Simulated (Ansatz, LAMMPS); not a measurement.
# Relaxing amorphous Si0.9Ge0.1 (71 atoms)

Aim: bring amorphous Si0.9Ge0.1 (71 atoms) to a nearby minimum of the energy and see what moves.

Main program and level: Ansatz 0.2.0; Kohn-Sham DFT, PBEsol, PAW (set soft_2), plane waves.

## (1) The starting structure

The cell holds 71 atoms: 64 Si and 7 Ge. Its edges and angles: a = 11.462 Å, b = 11.462 Å, c = 11.462 Å, α = 90.0°, β = 90.0°, γ = 90.0°. 71 atoms (64 Si, 7 Ge) placed at random at 2.54 g/cm³, melted at 3500 K for 10 ps at fixed volume with the Tersoff potential (Tersoff, Phys. Rev. B 39, 5566 (1989)). Quenched from 3500 K to 300 K at 100 K/ps and fixed volume, held 5 ps.

Limits known from the start: The quench rate of 100 K/ps is many orders above laboratory rates, so the cell is likely richer in defects and strain than a real sample. The network of bonds at the start is that of the classical potential that made the cell. Sampling is at Γ alone, for a cell whose shortest periodic width is 11 Å.

## (2) How the cell was made

A classical potential makes the cell, at a small fraction of what the same run would cost in DFT.

This step: classical MD, Tersoff potential (Tersoff, Phys. Rev. B 39, 5566 (1989)) (LAMMPS 22 Jul 2025 - Update 4).

File in.lmp:

```
# melt-quench of Si64Ge7
units metal
atom_style atomic
boundary p p p
region box block 0 11.4616 0 11.4616 0 11.4616
create_box 2 box
mass 1 28.0850   # Si
mass 2 72.6300   # Ge
create_atoms 1 random 64 310020 NULL overlap 1.99 maxtry 2000
create_atoms 2 random 7 310027 NULL overlap 1.99 maxtry 2000
pair_style tersoff
pair_coeff * * SiCGe.tersoff Si(D) Ge
neigh_modify delay 0 every 1 check yes
thermo_style custom step time temp pe press density
thermo_modify norm yes
timestep 0.001
thermo 100
min_style cg
minimize 1e-4 1e-4 200 2000
reset_timestep 0
velocity all create 3500 310021 mom yes dist gaussian
fix lim all nve/limit 0.05
fix lan all langevin 3500 3500 0.1 310022 zero yes
thermo 500
run 1000 post no
unfix lim
unfix lan
thermo 1666
fix md all nvt temp 3500 3500 0.1
run 10000 post no
unfix md
thermo 3200
fix md all nvt temp 3500 300 0.1
run 32000 post no
unfix md
thermo 2500
fix md all nvt temp 300 300 0.1
run 5000 post no
unfix md
write_dump all custom glass.dump id type xs ys zs modify sort id
```

On the command line:

```bash
$ lmp -in in.lmp -log none -nocite
```

Numbers of over 12 decimals in the logs are rounded to 6 here.

The log of the run:

```text
LAMMPS (22 Jul 2025 - Update 4)
Created orthogonal box = (0 0 0) to (11.4616 11.4616 11.4616)
Created 64 atoms
Created 7 atoms
   Step          Time           Temp          PotEng         Press         Density
         0   0              0             -2.1513301      132096.06      2.5429883
        39   0.039          0             -3.6154701      20682.212      2.5429883
Loop time of 0.175969 s on 1 MPI rank(s) for 39 steps with 71 atoms
Minimization stats:
  Stopping criterion = energy tolerance
  Energy initial, next-to-last, final =
     -2.15133011671381  -3.61529308000645  -3.61547013616271
  Force two-norm initial, final = 71.681875 3.3023648
  Iterations, force evaluations = 39 62
   Step          Time           Temp          PotEng         Press         Density
         0   0              3500          -3.6154701      43147.608      2.5429883
       500   0.5            3636.247      -3.5702522      1589.4285      2.5429883
[... 5 lines left out ...]
      3332   3.332          3653.4961     -3.5429637      6986.5709      2.5429883
      4998   4.998          3822.6206     -3.5575128      33280.552      2.5429883
      6664   6.664          3836.7556     -3.5235419      23713.54       2.5429883
      8330   8.33           3260.3685     -3.5404924      16141.678      2.5429883
      9996   9.996          3906.5053     -3.5447529      184.44055      2.5429883
[... 1 line left out ...]
Loop time of 6.2997 s on 1 MPI rank(s) for 10000 steps with 71 atoms
   Step          Time           Temp          PotEng         Press         Density
[... 12 lines left out ...]
Loop time of 18.4559 s on 1 MPI rank(s) for 32000 steps with 71 atoms
   Step          Time           Temp          PotEng         Press         Density
     43000   43             273.81344     -4.1473305     -22246.015      2.5429883
     45000   45             255.33186     -4.1483082     -24027.391      2.5429883
     47500   47.5           313.47552     -4.1480063     -19342.814      2.5429883
     48000   48             284.06368     -4.1458122     -24341.09       2.5429883
Loop time of 2.18185 s on 1 MPI rank(s) for 5000 steps with 71 atoms
```

The job ended after 28 s (1 thread of Intel Xeon at 2.80GHz (Skylake/Cascade Lake), shared host; peak memory 0.35 GiB).

## (3) Single point at the start

The forces at the start show how far the geometry lies from a minimum of this functional.

File input.yaml:

```yaml
crystal:
  lattice:
    - [11.4616, 0.0, 0.0]
    - [0.0, 11.4616, 0.0]
    - [0.0, 0.0, 11.4616]
  atoms:
    - { symbol: Si, position: [0.02413, 0.66637, 0.88462] }
    - { symbol: Si, position: [0.488, 0.76185, 0.5122] }
    - { symbol: Si, position: [0.06681, 0.3376, 0.22424] }
    - { symbol: Si, position: [0.59847, 0.56246, 0.91641] }
    - { symbol: Si, position: [0.74813, 0.54738, 0.51892] }
    - { symbol: Si, position: [0.50182, 0.79284, 0.11775] }
    - { symbol: Si, position: [0.58356, 0.97429, 0.04151] }
    - { symbol: Si, position: [0.32502, 0.61986, 0.48732] }
    - { symbol: Si, position: [0.26723, 0.47708, 0.99737] }
    - { symbol: Si, position: [0.48601, 0.50874, 0.26478] }
    - { symbol: Si, position: [0.90057, 0.92195, 0.64656] }
    - { symbol: Si, position: [0.25348, 0.24321, 0.2428] }
    - { symbol: Si, position: [0.19792, 0.09512, 0.08873] }
    - { symbol: Si, position: [0.05341, 0.1305, 0.43326] }
    - { symbol: Si, position: [0.6916, 0.24231, 0.92965] }
    - { symbol: Si, position: [0.8128, 0.83435, 0.17186] }
    - { symbol: Si, position: [0.43303, 0.21406, 0.50356] }
    - { symbol: Si, position: [0.5795, 0.4439, 0.43808] }
    - { symbol: Si, position: [0.1329, 0.93996, 0.41804] }
    - { symbol: Si, position: [0.50971, 0.25565, 0.01926] }
    - { symbol: Si, position: [0.95361, 0.125, 0.61986] }
    - { symbol: Si, position: [0.11538, 0.94209, 0.82281] }
    - { symbol: Si, position: [0.04635, 0.20769, 0.97777] }
    - { symbol: Si, position: [0.85556, 0.16008, 0.04111] }
    - { symbol: Si, position: [0.28996, 0.60323, 0.28233] }
    - { symbol: Si, position: [0.33812, 0.36042, 0.74148] }
    - { symbol: Si, position: [0.79985, 0.9594, 0.00419] }
    - { symbol: Si, position: [0.61146, 0.60331, 0.12818] }
    - { symbol: Si, position: [0.90804, 0.62165, 0.37989] }
    - { symbol: Si, position: [0.31869, 0.92636, 0.31788] }
    - { symbol: Si, position: [0.39949, 0.11684, 0.30732] }
    - { symbol: Si, position: [0.09366, 0.51606, 0.33021] }
    - { symbol: Si, position: [0.40291, 0.42493, 0.54759] }
    - { symbol: Si, position: [0.50974, 0.84914, 0.32957] }
    - { symbol: Si, position: [0.07499, 0.40776, 0.02847] }
    - { symbol: Si, position: [0.46764, 0.09262, 0.66808] }
    - { symbol: Si, position: [0.7593, 0.43876, 0.90052] }
    - { symbol: Si, position: [0.91229, 0.53365, 0.00612] }
    - { symbol: Si, position: [0.08934, 0.15295, 0.78315] }
    - { symbol: Si, position: [0.75948, 0.94806, 0.79657] }
    - { symbol: Si, position: [0.80118, 0.43956, 0.69748] }
    - { symbol: Si, position: [0.72097, 0.13683, 0.32526] }
    - { symbol: Si, position: [0.4397, 0.42503, 0.89832] }
    - { symbol: Si, position: [0.03262, 0.61541, 0.56443] }
    - { symbol: Si, position: [0.56229, 0.12713, 0.1906] }
    - { symbol: Si, position: [0.17421, 0.45536, 0.52194] }
    - { symbol: Si, position: [0.45833, 0.74059, 0.91165] }
    - { symbol: Si, position: [0.38011, 0.07026, 0.97502] }
    - { symbol: Si, position: [0.05592, 0.78681, 0.69039] }
    - { symbol: Si, position: [0.66688, 0.71968, 0.58959] }
    - { symbol: Si, position: [0.28739, 0.7777, 0.17053] }
    - { symbol: Si, position: [0.81574, 0.61433, 0.17835] }
    - { symbol: Si, position: [0.22566, 0.25435, 0.45835] }
    - { symbol: Si, position: [0.11467, 0.90183, 0.15317] }
    - { symbol: Si, position: [0.12996, 0.36173, 0.73074] }
    - { symbol: Si, position: [0.66969, 0.12026, 0.74723] }
    - { symbol: Si, position: [0.22115, 0.80427, 0.56489] }
    - { symbol: Si, position: [0.31216, 0.16279, 0.79408] }
    - { symbol: Si, position: [0.78488, 0.24162, 0.63516] }
    - { symbol: Si, position: [0.64734, 0.24966, 0.47364] }
    - { symbol: Si, position: [0.99266, 0.50774, 0.73119] }
    - { symbol: Si, position: [0.82649, 0.81668, 0.48369] }
    - { symbol: Si, position: [0.98631, 0.83012, 0.30818] }
    - { symbol: Si, position: [0.6553, 0.7524, 0.79731] }
    - { symbol: Ge, position: [0.39022, 0.89566, 0.65502] }
    - { symbol: Ge, position: [0.2324, 0.68851, 0.97519] }
    - { symbol: Ge, position: [0.99556, 0.86913, 0.97766] }
    - { symbol: Ge, position: [0.31004, 0.88157, 0.86225] }
    - { symbol: Ge, position: [0.91511, 0.18644, 0.2588] }
    - { symbol: Ge, position: [0.38195, 0.36698, 0.15006] }
    - { symbol: Ge, position: [0.70972, 0.92377, 0.34] }
kpoints:
  mp_grid: { grid: [1, 1, 1] }
hamiltonian:
  xc: pbesol
scf:
  occupations: { method: gaussian, width: 0.025 }
output:
  forces: true
  stress: true
  populations: true
  dos:
    method: { smearing: { sigma: 0.15 } }
    de: 0.1
    projected: { site_lists: { Ge: [Ge], Si: [Si] } }
  eigenvalues: true
```

On the command line:

```bash
$ ansatz run input.yaml --threads 4 --pin off --max-ram 8192MiB --backend cpu --events-out ev --progress --plain --runs-dir out
```

The log of the run:

```text
Engine: ansatz 0.2.0, aarch64-unknown-linux-gnu
Pseudopotentials: kind: paw
Pseudopotential: Si, paw, valence charge 4, recommended cutoff 420 eV (normal), Si.paw.azcp
Pseudopotential: Ge, paw, valence charge 14, recommended cutoff 420 eV (normal), Ge.paw.azcp
[... 3 lines on functional and potentials left out ...]
Crystal: 71 atoms, lattice volume = 1505.691 Å³
Basis set: ecut = 420 eV, 29423 PW (Γ), exchange–correlation on 160×160×160 points (8 copies of the dense FFT grid, shifted against one another)
Bands: 248, of which v1, the nominal top of the filled ones, is band 177 counted from 1 (176 counted from 0)
Symmetry: 1 space group operations
Space group: P1 (ITA 1), of the structure as read, at distance tolerance 1.1e-4 Å
k-points: 1
[... 7 lines on functional and potentials left out ...]
Initial density: superposition of atomic densities (neutral atoms: chi_scale 0, normalization atom), corrected by the library's trained network
Initial wavefunctions: pseudopotential atomic-orbital guess
Functional: x = pbesol(κ = 0.804, μ = 0.123457), c = pbesol(β = 0.046)
SCF iter   1: F=—  HF=-69522.189146 eV  |F-HF|=—  |Δ(HF+E_count)|=         —  Δρ=5.11e-3  dr2=1.20e0  ethr=1.77e-3  ⟨swp⟩=6.0  Hψ=1089  notcnv=0  defer=28
preconditioner: auto → LDOS  [insulator: Δε(μ)=0.073 eV  Ē_g=7.280 eV  σ=0.025 eV  W_gap=0.96  n_scr=250 (ndim 8)  ℏωp=16.1 eV  f_vac=0.011  D(μ)=10.71/eV (n_scr^D=32)  ε∞_Penn≈5.9  β→1.0]
SCF iter   2: F=—  HF=-69522.054127 eV  |F-HF|=—  |Δ(HF+E_count)|=   1.35e-1  Δρ=2.82e-3  dr2=5.34e-1  ethr=3.39e-4  ⟨swp⟩=4.0  Hψ=437  notcnv=0  defer=65
SCF iter   3: F=—  HF=-69521.979557 eV  |F-HF|=—  |Δ(HF+E_count)|=   7.46e-2  Δρ=8.04e-4  dr2=3.37e-2  ethr=1.51e-4  ⟨swp⟩=3.0  Hψ=283  notcnv=0  defer=65
SCF iter   4: F=—  HF=-69521.975572 eV  |F-HF|=—  |Δ(HF+E_count)|=   3.98e-3  Δρ=2.43e-4  dr2=2.77e-3  ethr=9.52e-6  ⟨swp⟩=2.0  Hψ=308  notcnv=0  defer=65
SCF iter   5: F=—  HF=-69521.975218 eV  |F-HF|=—  |Δ(HF+E_count)|=   3.54e-4  Δρ=1.04e-4  dr2=4.66e-4  ethr=7.83e-7  ⟨swp⟩=2.0  Hψ=360  notcnv=0  defer=65
SCF iter   6: F=—  HF=-69521.975165 eV  |F-HF|=—  |Δ(HF+E_count)|=   5.29e-5  Δρ=4.65e-5  dr2=1.14e-4  ethr=1.32e-7  ⟨swp⟩=2.0  Hψ=361  notcnv=0  defer=65
SCF iter   7: F=—  HF=-69521.975139 eV  |F-HF|=—  |Δ(HF+E_count)|=   2.60e-5  Δρ=2.07e-5  dr2=2.06e-5  ethr=3.22e-8  ⟨swp⟩=2.0  Hψ=360  notcnv=0  defer=65
SCF iter   8: F=—  HF=-69521.975122 eV  |F-HF|=—  |Δ(HF+E_count)|=   1.73e-5  Δρ=9.09e-6  dr2=3.84e-6  ethr=5.83e-9  ⟨swp⟩=2.0  Hψ=425  notcnv=0  defer=65
SCF iter   9: F=—  HF=-69521.975122 eV  |F-HF|=—  |Δ(HF+E_count)|=   4.66e-7  Δρ=4.07e-6  dr2=8.32e-7  ethr=1.08e-9  ⟨swp⟩=2.0  Hψ=360  notcnv=0  defer=65
SCF iter  10: F=—  HF=-69521.975122 eV  |F-HF|=—  |Δ(HF+E_count)|=   9.66e-8  Δρ=2.02e-6  dr2=1.75e-7  ethr=2.35e-10  ⟨swp⟩=2.0  Hψ=360  notcnv=0  defer=65
SCF iter  11: F=-69521.975122 eV  HF=-69521.975122 eV  |F-HF|=3.63e-8  |Δ(HF+E_count)|=   2.36e-8  Δρ=9.77e-7  dr2=4.56e-8  ethr=2.82e-11  ⟨swp⟩=14.0  Hψ=1310  notcnv=0
SCF 1 converged in 11 iterations: F = -69521.975122 eV  dr2 = 4.56e-8
  greatest PAW one-centre occupation: 0.998 electrons in one spin orbital (limit 2), on the Ge atom at site 69 (counted from 0), in its partial waves of l = 2
SCF converged after 11 iterations
Free energy (F): -69521.975122 eV
Harris-Foulkes:  -69521.975122 eV  (|F-HF|=3.63e-8)
Internal energy: -69521.960495 eV  (E = F + TS)
E sigma→0 (E₀):  -69521.967808 eV
Entropy (-TS):   -0.014626 eV (-0.206 meV/atom)
Fermi energy:    6.072049 eV
--- Per-component energies (eV) ---
  E_band       = -997.586532
  E_kinetic    = 3290.994144
  E_local      = -25960.941689  (includes V_loc(G=0)·N_el)
  E_nonlocal   = 4580.382676
  E_hartree    = 11412.567332
  E_xc         = -3998.798171
  E_vxc        = -3415.338048  (∫ρ·V_xc dr)
  E_paw        = -45758.239703  (= ΣΔE_a)
  E_vpaw       = -2317.824809  (= ΣTr[D̂ρ^β])
  E_aug_tail   = 0.002546  (compensation charges beyond the density's cutoff)
  E_ewald      = -13096.373065
  E_core_change = 8.445436  (= ΣΔE_core)
  E_smearing   = -0.014626  (= −TS)
  E_closure    = -0.000000  (closes the sum)
  Σ components = -69521.975122   (vs F -69521.975122, Δ=0.00e0)
--- Forces (eV/Å), atoms counted from 1 ---
  atom   1  Si     0.20022420     0.23565178    -0.34187266
  atom   2  Si    -0.41608069    -0.30280335     0.00498495
  atom   3  Si    -0.09890841     0.67438456     0.04257979
  atom   4  Si    -0.56831041     0.31494735     0.56013068
  atom   5  Si    -0.27858756    -0.53147450     0.07742158
  atom   6  Si    -0.02943705    -0.21208134     0.30484934
  atom   7  Si    -0.96180734     0.06824003     0.50189898
  atom   8  Si    -0.19776393     1.44499761     0.40715612
  atom   9  Si     0.10837325     0.24309838     0.79096578
  atom  10  Si    -0.44977195     0.05450522    -0.40732099
  atom  11  Si     0.24182712    -0.00109833    -0.19154924
  atom  12  Si    -1.49932663    -0.20379831     0.06727060
  atom  13  Si    -0.01478905     0.00697990     0.24399781
  atom  14  Si     0.08311648     0.10999861     0.08509328
[...]
atom  70  Ge     0.28370469     0.74773414    -0.48037371
  atom  71  Ge     0.07640128    -0.23332447    -0.35480730
  max |Σ_I F_I| component: 1.59e-5 eV/Å
--- Stress (GPa, compression-positive) ---
       -3.785625       0.171245      -0.643647
        0.171245      -3.851253      -0.006219
       -0.643647      -0.006219      -2.446604
  P = ⅓ Tr σ = -3.3612 GPa (-33.612 kbar)
--- Band table (eV) ---
  k-point 0: bands = ["-18.5998", "-18.5904", "-18.5783", "-18.5294", [... 232 levels ...], "9.5624", "9.6032", "9.6156", "9.6953", "9.7400", "9.7511", "9.8806", "9.8909", "9.9077", "9.9687", "10.0067", "10.0305"]
--- Löwdin populations: 71 sites ---
  site symbol       q [e]
     0     Si      3.9566
     1     Si      3.8896
     2     Si      3.9060
[...]
70     Ge     14.0279
  spilling = 0.009494 (of n_electrons = 354.000000)
```

The job ended after 28 s (4 threads of Arm Neoverse N1, shared host; peak memory 1.5 GiB; 1.7 min of CPU time).

Numbers from this run:

```yaml
free_energy: -69521.9751 eV
free_energy_per_atom: -979.1827 eV/atom
scf_cycles: 11
pressure: -3.361 GPa
r_m_s_force_component: 0.447 eV/Å
longest_force: 1.621 eV/Å
fermi_energy: 6.072 eV
levels_partly_filled_by_over_2_per_cent: 2
spilling_of_the_projection: 0.009494
```

The r.m.s. force component of 0.45 eV/Å and the pressure of -3.4 GPa set the starting point.

Neighbours are counted within 2.88 Å (Si-Si), 2.88 Å (Si-Ge), 3.12 Å (Ge-Ge).

Length of the force by element and coordination:

```csv
element,coordination,atoms,mean length of the force (eV/Å),spread,least,most
Ge,all,7,0.523,0.223,0.253,0.933
Ge,4,5,0.479,0.235,0.253,0.933
Ge,5,2,0.634,0.137,0.497,0.771
Si,all,64,0.712,0.349,0.162,1.62
Si,4,46,0.688,0.325,0.162,1.62
Si,5,16,0.821,0.397,0.226,1.51
Si,6,2,0.418,0.130,0.288,0.548
```

[end of part 1 of 4]

[Logs are printed without paths, hosts, clocks, repeated set-up lines and the standing remarks that a program may print on its own settings, such as how far it seeks lower states.]

[Hosts, paths, dates, database ids (printed as entryN), source tags and the programs' standing remarks are cut or masked in the printed files.]
